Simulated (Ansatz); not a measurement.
# The stack of 1T-PtSe2 under 1T-SnS2, shifted by two thirds of the diagonal under a gate, part 3 of 4

Wanted: Fermi level and gate voltage of the stack of 1T-PtSe2 under 1T-SnS2, shifted by two thirds of the diagonal as it is charged.

Ansatz 0.2.0; plane-wave DFT, PBEsol-D3(BJ), Ansatz PAW.

So far. Step 8 (Gated layer, added electrons 6×10¹³ per cm²): Against the uncharged case this takes +5.61 V.

**9. Gated layer, added electrons -6×10¹³ per cm²**

File input.yaml:

```yaml
crystal:
  lattice:
    - [3.6411405172, 0.0, 0.0]
    - [-1.8205702586, 3.1533201867, 0.0]
    - [0.0, 0.0, 46.1230491914]
  atoms:
    - { symbol: Se, position: [0.6666666667, 0.3333333333, 0.4021850317] }
    - { symbol: Pt, position: [0.0, 0.0, 0.430953893] }
    - { symbol: Se, position: [0.3333333333, 0.6666666667, 0.4596336178] }
    - { symbol: S, position: [0.3333333333, 0.6666666667, 0.5339416831] }
    - { symbol: Sn, position: [0.6666666667, 0.3333333333, 0.5658988677] }
    - { symbol: S, position: [0.0, 0.0, 0.5978149683] }
  periodic: [true, true, false]
  symmetry: { detect: true }
total_charge: 0.06889
kpoints:
  mp_grid: { grid: [48, 48, 1] }
  band_path:
    path: [[0, 0, 0], [0.5, 0, 0], [0.33333333, 0.33333333, 0], [0, 0, 0]]
    npoints: 16
hamiltonian:
  xc: pbesol
  dispersion: d3bj
scf:
  occupations: { method: fermi_dirac, width: 0.02585 }
  convergence: { dr2_threshold: 1.0e-10 }
output:
  forces: true
  eigenvalues: true
  dos: { projected: true, e_range: [-3, 3], de: 0.01 }
  write_potential: true
  write_density: true
  volumetric_format: npy
  elf: true
external_charges:
  - { charge: 0, barrier: 10, axis: 3, height: 32.073, sigma: 0.25 }
  - { charge: -0.06889, axis: 3, height: 33.573, sigma: 0.5 }
```

The run is started by

```console
$ ansatz run input.yaml --threads 4 --pin off --max-ram 12288MiB --backend cpu --events-out ev --progress --plain --runs-dir out
```

Numbers of over 12 decimals in the logs are rounded to 6 here.

Output:

```text
[...]
Crystal: 6 atoms, lattice volume = 529.570 Å³
Basis set: ecut = 420 eV, 10223 PW (Γ), exchange–correlation on 50×50×640 points (8 copies of the dense FFT grid, shifted against one another)
Bands: 46, of which v1, the nominal top of the filled ones, is band 38 counted from 1 (37 counted from 0)
Symmetry: 6 space group operations
[...]
k-points: 217 of 2304 (time reversal used)
[...]
--- Band table (eV; the first three rows and the last of 217) ---
  k-point 0: bands = [... 34 lower, -9.1620, -9.1620, -8.8626, -8.8626, -6.5099, -5.7867, -5.7867, -5.3334, ... 4 higher]
  k-point 1: bands = [... 34 lower, -9.1800, -9.1554, -8.8638, -8.8616, -6.4857, -5.8304, -5.7957, -5.3012, ... 4 higher]
  k-point 2: bands = [... 34 lower, -9.2253, -9.1388, -8.8661, -8.8589, -6.4185, -5.9520, -5.8220, -5.2101, ... 4 higher]
  k-point 216: bands = [... 34 lower, -10.1635, -9.9151, -9.6994, -9.5515, -7.1438, -7.0750, -6.3513, -3.3154, ... 4 higher]
[key lines of the parts left out:]
SCF converged after 16 iterations
Free energy (F): -30955.059451 eV
Fermi energy:    -8.795431 eV
```

Run time: 13 min. Hardware: 4 threads of AMD EPYC 7571, shared host; peak memory 3.5 GiB; 53 min of CPU time.

Against the uncharged case this takes -6.66 V.

**10. The series together**

This step: plane-wave DFT, PBEsol-D3(BJ), Ansatz PAW; charging by gates (Ansatz 0.2.0).

The potential behind each gate is read from every run and counted from the uncharged case.

Voltage on the gate against the layer's Fermi level, from the uncharged case. The gate voltage by added electrons:

| added electrons (10¹³ per cm²) | gate voltage (V) |
| --- | --- |
| -6.00 | -6.66 |
| -2.00 | -2.38 |
| -0.50 | -0.656 |
| 0.00 | 0 |
| 0.50 | 0.555 |
| 2.00 | 1.96 |
| 6.00 | 5.61 |

Charge step over voltage step between neighbouring densities. Table of total capacitance by added electrons:

| added electrons (10¹³ per cm²) | total capacitance (µF/cm²) |
| --- | --- |
| -4.00 | 1.50 |
| -1.25 | 1.40 |
| -0.25 | 1.22 |
| 0.25 | 1.44 |
| 1.25 | 1.71 |
| 4.00 | 1.76 |

Work function of the face away from the gate. Work function of the far face against added electrons:

| added electrons (1e13 /cm²) | work function of the far face (eV) |
| --- | --- |
| -6.00 | 5.55 |
| -2.00 | 5.57 |
| -0.50 | 5.53 |
| 0.00 | 5.43 |
| 0.50 | 5.34 |
| 2.00 | 5.30 |
| 6.00 | 5.25 |

By hand: 10¹³ electrons per cm² are 0.001 e/Å², which by Gauss's law end a field of 0.181 V/Å. At 6×10¹³ holes per cm² the field towards a gate is 1.086 V/Å, which over the 6 Å from the outer atoms would drop 6.51 V; the run needs 6.66 V.

**11. Relaxing the charged layer, added electrons -6×10¹³ per cm²**

This step: plane-wave DFT, PBEsol-D3(BJ), Ansatz PAW (Ansatz 0.2.0).

The charged layer is pulled towards the gate and its bonds change, so the atoms are relaxed with one height held.

input.yaml, the sections that differ from step 9:

```yaml
kpoints:
  mp_grid: { grid: [18, 18, 1] }
scf:
  occupations: { method: fermi_dirac, width: 0.05 }
  convergence: { dr2_threshold: 1.0e-09 }
relax:
  f_tol: 0.003
  max_steps: 50
  constraints: [{ site: 3, fix: z }]
output:
  write_potential: true
  write_density: true
  volumetric_format: npy
# crystal, total_charge, hamiltonian, external_charges: as in step 9
```

Output:

```text
[...]
Crystal: 6 atoms, lattice volume = 529.570 Å³
Basis set: ecut = 420 eV, 10223 PW (Γ), exchange–correlation on 50×50×640 points (8 copies of the dense FFT grid, shifted against one another)
Bands: 46, of which v1, the nominal top of the filled ones, is band 38 counted from 1 (37 counted from 0)
Symmetry: 6 space group operations
[...]
k-points: 37 of 324 (time reversal used)
[...]
SCF iter   1: F=—  HF=-30956.451581 eV  |F-HF|=—  |Δ(HF+E_count)|=         —  Δρ=3.24e-2  dr2=6.47e0  ethr=3.10e-3  ⟨swp⟩=18.1  Hψ=13106  notcnv=0  defer=15
[...]
SCF iter  14: F=-30955.064810 eV  HF=-30955.064810 eV  |F-HF|=2.86e-9  |Δ(HF+E_count)|=   2.28e-8  Δρ=1.93e-7  dr2=5.34e-10  ethr=1.32e-12  ⟨swp⟩=14.4  Hψ=14523  notcnv=0
SCF 1 converged in 14 iterations: F = -30955.064810 eV  dr2 = 5.34e-10
[...]
relax step   1: F+E_penalty+E_count = -30955.06481030 eV  Δ(F+E_penalty+E_count) = +0.000e0 eV  max|allowed force component| = 3.015e-1 eV/Å  Δτ_max = 0.0000 Å  (14 SCF iters, accepted)
[...]
SCF iter  12: F=-30955.065506 eV  HF=-30955.065506 eV  |F-HF|=3.59e-9  |Δ(HF+E_count)|=  6.88e-10  Δρ=2.81e-7  dr2=5.32e-10  ethr=1.32e-12  ⟨swp⟩=12.5  Hψ=16939  notcnv=0
SCF 2 converged in 12 iterations: F = -30955.065506 eV  dr2 = 5.32e-10
relax step   2: F+E_penalty+E_count = -30955.06550610 eV  Δ(F+E_penalty+E_count) = -6.958e-4 eV  max|allowed force component| = 2.194e-1 eV/Å  Δτ_max = 0.1808 Å  (12 SCF iters, accepted)
SCF iter   1: F=—  HF=-30955.074804 eV  |F-HF|=—  |Δ(HF+E_count)|=         —  Δρ=6.14e-3  dr2=5.06e-2  ethr=6.13e-4  ⟨swp⟩=6.2  Hψ=4825  notcnv=0  defer=95
[...]
SCF iter  12: F=-30955.070012 eV  HF=-30955.070012 eV  |F-HF|=2.23e-9  |Δ(HF+E_count)|=   3.23e-9  Δρ=1.60e-7  dr2=1.63e-10  ethr=1.09e-12  ⟨swp⟩=12.1  Hψ=12849  notcnv=0
SCF 3 converged in 12 iterations: F = -30955.070012 eV  dr2 = 1.63e-10
relax step   3: F+E_penalty+E_count = -30955.07001224 eV  Δ(F+E_penalty+E_count) = -4.506e-3 eV  max|allowed force component| = 1.417e-2 eV/Å  Δτ_max = 0.0929 Å  (12 SCF iters, accepted)
[...]
relax step   4: F+E_penalty+E_count = -30955.07002606 eV  Δ(F+E_penalty+E_count) = -1.383e-5 eV  max|allowed force component| = 8.647e-3 eV/Å  Δτ_max = 0.0049 Å  (9 SCF iters, accepted)
[...]
relax step   5: F+E_penalty+E_count = -30955.07001332 eV  Δ(F+E_penalty+E_count) = +1.274e-5 eV  max|allowed force component| = 1.343e-2 eV/Å  Δτ_max = 0.0015 Å  (8 SCF iters, rejected (line search))
SCF iter   1: F=—  HF=-30955.069935 eV  |F-HF|=—  |Δ(HF+E_count)|=         —  Δρ=3.08e-5  dr2=4.57e-6  ethr=6.15e-8  ⟨swp⟩=3.2  Hψ=3902  notcnv=0  defer=101
[...]
SCF iter   7: F=-30955.070029 eV  HF=-30955.070029 eV  |F-HF|=9.68e-10  |Δ(HF+E_count)|=   1.00e-9  Δρ=1.99e-7  dr2=8.79e-10  ethr=1.32e-12  ⟨swp⟩=12.4  Hψ=15322  notcnv=0
SCF 6 converged in 7 iterations: F = -30955.070029 eV  dr2 = 8.79e-10
relax step   6: F+E_penalty+E_count = -30955.07002880 eV  Δ(F+E_penalty+E_count) = -2.739e-6 eV  max|allowed force component| = 2.314e-3 eV/Å  Δτ_max = 0.0008 Å  (7 SCF iters, accepted)
[...]
the band table was solved once a step of the walk had ended and its energy, with any forces and stress, was formed, with the checks that follow a solve (12870 applications of the Hamiltonian). They found nothing against the state; the energy, forces and stress were not computed again (output.eigenvalues in the input reference)
SCF converged after 7 iterations
Free energy (F): -30955.070029 eV
[...]
Internal energy: -30955.058661 eV  (E = F + TS)
E sigma→0 (E₀):  -30955.064345 eV
Entropy (-TS):   -0.011368 eV (-1.895 meV/atom)
Fermi energy:    -8.644422 eV
[...]
--- Forces (eV/Å), atoms and charges each counted from 1 ---
  atom   1  Se     0.00000000     0.00000000    -0.00045405
  atom   2  Pt     0.00000000    -0.00000000     0.00231442
  atom   3  Se     0.00000000     0.00000000    -0.00162846
  atom   4  S      0.00000000    -0.00000000     0.03704529
  atom   5  Sn     0.00000000     0.00000000    -0.00004515
  atom   6  S      0.00000000     0.00000000     0.00010488
  external charge   1     0.00000000     0.00000000     0.00006052
  external charge   2     0.00000000     0.00000000    -0.03739741
  max |Σ_I F_I| component, the external charges' with the atoms': 4.12e-8 eV/Å
--- Band table (eV; the first three rows and the last of 37) ---
  k-point 0: bands = [... 34 lower, -9.2204, -9.1730, -8.7818, -8.7818, -6.5282, -5.7110, -5.7110, -5.3735, ... 4 higher]
  k-point 1: bands = [... 34 lower, -9.1785, -9.1571, -8.7800, -8.7761, -6.3775, -5.9902, -5.7722, -5.1627, ... 4 higher]
  k-point 2: bands = [... 34 lower, -9.1350, -9.1189, -8.7795, -8.7644, -6.5775, -6.1215, -5.9189, -4.7372, ... 4 higher]
  k-point 36: bands = [... 34 lower, -10.1771, -9.8377, -9.7561, -9.4752, -7.0855, -6.9957, -6.3801, -3.3324, ... 4 higher]
--- Relaxed structure (6 steps of the walk, 5 accepted, 0 SCFs on fresh bases) ---
  F+E_penalty+E_count = -30955.07002880 eV   max|allowed force component| = 2.314e-3 eV/Å
  cell:  # Å, volume = 529.5702 Å³
    - [3.641141, 0.0, 0.0]
    - [-1.820570, 3.153320, 0.0]
    - [0.0, 0.0, 46.1230491914]
  atoms:
    - { symbol: Se, position: [0.666667, 0.333333, 0.404152] }
    - { symbol: Pt, position: [1.578235447616211e-18, 0, 0.433011] }
    - { symbol: Se, position: [0.333333, 0.666667, 0.461638] }
    - { symbol: S, position: [0.333333, 0.666667, 0.5339416831] }
    - { symbol: Sn, position: [0.666667, 0.333333, 0.566302] }
    - { symbol: S, position: [-1.631426587158716e-18, 0, 0.597896] }
```

Elapsed: 7.5 min, on 4 threads; peak memory 1.4 GiB; 29 min of CPU time.

The steps of the relaxation:

| step | energy less that of the first step (eV) | largest force component (eV/Å) |
| --- | --- | --- |
| 1 | 0.0000 | 0.3015 |
| 2 | -0.0007 | 0.2194 |
| 3 | -0.0052 | 0.0142 |
| 4 | -0.0052 | 0.0086 |
| 5 | -0.0052 | 0.0134 |
| 6 | -0.0052 | 0.0023 |

Relaxation step 5 was tried and not accepted.

The run keeps the 6 symmetry operations that it works with, so distortions that break them were not tested.

The atoms that moved most (Å):

| atom | dx | dy | dz | length |
| --- | --- | --- | --- | --- |
| Pt2 | 0.000 | 0.000 | 0.095 | 0.095 |
| Se3 | 0.000 | 0.000 | 0.092 | 0.092 |
| Se1 | 0.000 | 0.000 | 0.091 | 0.091 |
| Sn5 | 0.000 | 0.000 | 0.019 | 0.019 |

The relaxed structure:

```xyz
6
Lattice="3.6411 0.0000 0.0000 -1.8206 3.1533 0.0000 0.0000 0.0000 46.1230" Properties=species:S:1:pos:R:3
Se    1.8206    1.0511   18.6407
Pt    0.0000    0.0000   19.9718
Se    0.0000    2.1022   21.2922
S     0.0000    2.1022   24.6270
Sn    1.8206    1.0511   26.1196
S     0.0000    0.0000   27.5768
```

Numbers from this step:

```
energy at zero smearing                                                             : -30955.0643 eV
potential beyond the upper barrier and gate, less the barrier, from the Fermi level : 11.80 eV
```

The relaxation took 6 steps and lowered the energy by 0.0052 eV; the largest force on the free atoms ends at 0.0023 eV/Å.

**12. Relaxing the charged layer, added electrons 6×10¹³ per cm²**

input.yaml, as its differences from that of step 11:

```diff
@@ -14,3 +14,3 @@
   symmetry: { detect: true }
-total_charge: 0.06889
+total_charge: -0.06889
 kpoints:
@@ -29,3 +29,3 @@
   - { charge: 0, barrier: 10, axis: 3, height: 32.073, sigma: 0.25 }
-  - { charge: -0.06889, axis: 3, height: 33.573, sigma: 0.5 }
+  - { charge: 0.06889, axis: 3, height: 33.573, sigma: 0.5 }
 output:
```

Output:

```text
[...]
Crystal: 6 atoms, lattice volume = 529.570 Å³
Basis set: ecut = 420 eV, 10223 PW (Γ), exchange–correlation on 50×50×640 points (8 copies of the dense FFT grid, shifted against one another)
Bands: 46, of which v1, the nominal top of the filled ones, is band 38 counted from 1 (37 counted from 0)
Symmetry: 6 space group operations
[...]
k-points: 37 of 324 (time reversal used)
[...]
SCF iter   1: F=—  HF=-30957.167404 eV  |F-HF|=—  |Δ(HF+E_count)|=         —  Δρ=3.19e-2  dr2=5.84e0  ethr=3.10e-3  ⟨swp⟩=19.1  Hψ=12426  notcnv=0  defer=10
[...]
SCF iter  14: F=-30955.842237 eV  HF=-30955.842237 eV  |F-HF|=2.40e-9  |Δ(HF+E_count)|=  3.57e-10  Δρ=2.12e-7  dr2=2.51e-10  ethr=1.31e-12  ⟨swp⟩=12.4  Hψ=12971  notcnv=0
SCF 1 converged in 14 iterations: F = -30955.842237 eV  dr2 = 2.51e-10
[...]
relax step   1: F+E_penalty+E_count = -30955.84223665 eV  Δ(F+E_penalty+E_count) = +0.000e0 eV  max|allowed force component| = 1.858e-1 eV/Å  Δτ_max = 0.0000 Å  (14 SCF iters, accepted)
[...]
SCF iter  13: F=-30955.842415 eV  HF=-30955.842415 eV  |F-HF|=3.06e-10  |Δ(HF+E_count)|=  6.18e-11  Δρ=8.15e-8  dr2=2.79e-10  ethr=1.31e-12  ⟨swp⟩=9.2  Hψ=10993  notcnv=0
SCF 2 converged in 13 iterations: F = -30955.842415 eV  dr2 = 2.79e-10
relax step   2: F+E_penalty+E_count = -30955.84241546 eV  Δ(F+E_penalty+E_count) = -1.788e-4 eV  max|allowed force component| = 1.665e-1 eV/Å  Δτ_max = 0.0318 Å  (13 SCF iters, accepted)
SCF iter   1: F=—  HF=-30955.844238 eV  |F-HF|=—  |Δ(HF+E_count)|=         —  Δρ=6.33e-4  dr2=2.91e-3  ethr=3.50e-5  ⟨swp⟩=3.8  Hψ=3299  notcnv=0  defer=73
[...]
SCF iter  10: F=-30955.843824 eV  HF=-30955.843824 eV  |F-HF|=1.08e-9  |Δ(HF+E_count)|=   3.86e-9  Δρ=1.84e-7  dr2=2.07e-10  ethr=1.31e-12  ⟨swp⟩=12.1  Hψ=12923  notcnv=0
SCF 3 converged in 10 iterations: F = -30955.843824 eV  dr2 = 2.07e-10
relax step   3: F+E_penalty+E_count = -30955.84382383 eV  Δ(F+E_penalty+E_count) = -1.408e-3 eV  max|allowed force component| = 4.699e-3 eV/Å  Δτ_max = 0.0165 Å  (10 SCF iters, accepted)
SCF iter   1: F=—  HF=-30955.843761 eV  |F-HF|=—  |Δ(HF+E_count)|=         —  Δρ=1.05e-4  dr2=1.48e-5  ethr=5.51e-7  ⟨swp⟩=2.0  Hψ=2999  notcnv=0  defer=69
[...]
SCF iter   7: F=-30955.843825 eV  HF=-30955.843825 eV  |F-HF|=2.04e-10  |Δ(HF+E_count)|=   5.00e-9  Δρ=1.50e-7  dr2=1.12e-10  ethr=1.31e-12  ⟨swp⟩=11.5  Hψ=14415  notcnv=0
SCF 4 converged in 7 iterations: F = -30955.843825 eV  dr2 = 1.12e-10
relax step   4: F+E_penalty+E_count = -30955.84382513 eV  Δ(F+E_penalty+E_count) = -1.295e-6 eV  max|allowed force component| = 8.968e-4 eV/Å  Δτ_max = 0.0017 Å  (7 SCF iters, accepted)
[...]
SCF converged after 7 iterations
Free energy (F): -30955.843825 eV
[...]
Internal energy: -30955.839109 eV  (E = F + TS)
E sigma→0 (E₀):  -30955.841467 eV
Entropy (-TS):   -0.004716 eV (-0.786 meV/atom)
Fermi energy:    -2.535123 eV
[...]
--- Forces (eV/Å), atoms and charges each counted from 1 ---
  atom   1  Se     0.00000000     0.00000000     0.00089684
  atom   2  Pt     0.00000000     0.00000000    -0.00010921
  atom   3  Se    -0.00000000     0.00000000    -0.00046164
  atom   4  S      0.00000000    -0.00000000     0.03665748
  atom   5  Sn     0.00000000    -0.00000000    -0.00029531
  atom   6  S      0.00000000     0.00000000    -0.00010516
  external charge   1     0.00000000     0.00000000     0.00081434
  external charge   2     0.00000000     0.00000000    -0.03739655
  max |Σ_I F_I| component, the external charges' with the atoms': 7.96e-7 eV/Å
--- Band table (eV; the first three rows and the last of 37) ---
  k-point 0: bands = [... 34 lower, -4.1999, -3.6122, -2.9129, -2.9129, -1.6117, -0.3606, 0.1589, 0.1589, ... 4 higher]
  k-point 1: bands = [... 34 lower, -4.1593, -3.5417, -2.9449, -2.9077, -1.4553, -0.1542, -0.1176, 0.0976, ... 4 higher]
  k-point 2: bands = [... 34 lower, -4.1180, -3.3833, -3.0063, -2.9121, -1.1793, -0.7128, -0.0494, 0.2560, ... 4 higher]
  k-point 36: bands = [... 34 lower, -4.9162, -4.8763, -3.9655, -3.8615, -1.5871, -1.1486, -1.0979, 1.7386, ... 4 higher]
--- Relaxed structure (4 steps of the walk, 4 accepted, 0 SCFs on fresh bases) ---
  F+E_penalty+E_count = -30955.84382513 eV   max|allowed force component| = 8.968e-4 eV/Å
  cell:  # Å, volume = 529.5702 Å³
    - [3.641141, 0.0, 0.0]
    - [-1.820570, 3.153320, 0.0]
    - [0.0, 0.0, 46.1230491914]
  atoms:
    - { symbol: Se, position: [0.666667, 0.333333, 0.402432] }
    - { symbol: Pt, position: [1.1567476528541558e-19, 0, 0.431197] }
    - { symbol: Se, position: [0.333333, 0.666667, 0.459868] }
    - { symbol: S, position: [0.333333, 0.666667, 0.5339416831] }
    - { symbol: Sn, position: [0.666667, 0.333333, 0.565862] }
    - { symbol: S, position: [2.7682231301306093e-19, 0, 0.598157] }
```

It took 5.4 min on 4 threads; peak memory 1.4 GiB; 21 min of CPU time.

The steps of the relaxation:

| step | energy less that of the first step (eV) | largest force component (eV/Å) |
| --- | --- | --- |
| 1 | 0.0000 | 0.1858 |
| 2 | -0.0002 | 0.1665 |
| 3 | -0.0016 | 0.0047 |
| 4 | -0.0016 | 0.0009 |

The run keeps the 6 symmetry operations that it works with, so distortions that break them were not tested.

The atoms that moved most (Å):

| atom | dx | dy | dz | length |
| --- | --- | --- | --- | --- |
| S6 | 0.000 | 0.000 | 0.016 | 0.016 |
| Se1 | 0.000 | 0.000 | 0.011 | 0.011 |
| Pt2 | 0.000 | 0.000 | 0.011 | 0.011 |
| Se3 | 0.000 | 0.000 | 0.011 | 0.011 |

The relaxed structure:

```xyz
6
Lattice="3.6411 0.0000 0.0000 -1.8206 3.1533 0.0000 0.0000 0.0000 46.1230" Properties=species:S:1:pos:R:3
Se    1.8206    1.0511   18.5614
Pt    0.0000    0.0000   19.8881
Se    0.0000    2.1022   21.2105
S     0.0000    2.1022   24.6270
Sn    1.8206    1.0511   26.0993
S     0.0000    0.0000   27.5888
```

This step gave:

```
energy at zero smearing                                                             : -30955.8415 eV
potential beyond the upper barrier and gate, less the barrier, from the Fermi level : -0.1708 eV
```

The relaxation took 4 steps and lowered the energy by 0.0016 eV; the largest force on the free atoms ends at 9.0e-4 eV/Å.

(Part 3 of 4 ends here.)

[Logs are printed without paths, hosts, clocks, repeated set-up lines and the standing remarks that a program may print on its own settings, such as how far it seeks lower states.]

[Hosts, paths, dates, database ids (printed as entryN), source tags and the programs' standing remarks are cut or masked in the printed files.]

[Maps of the electrostatic potential energy from Ansatz leave out the sawtooth potential of an applied field or a dipole correction, so their vacuum need not be flat; planar profiles and work functions include it.]
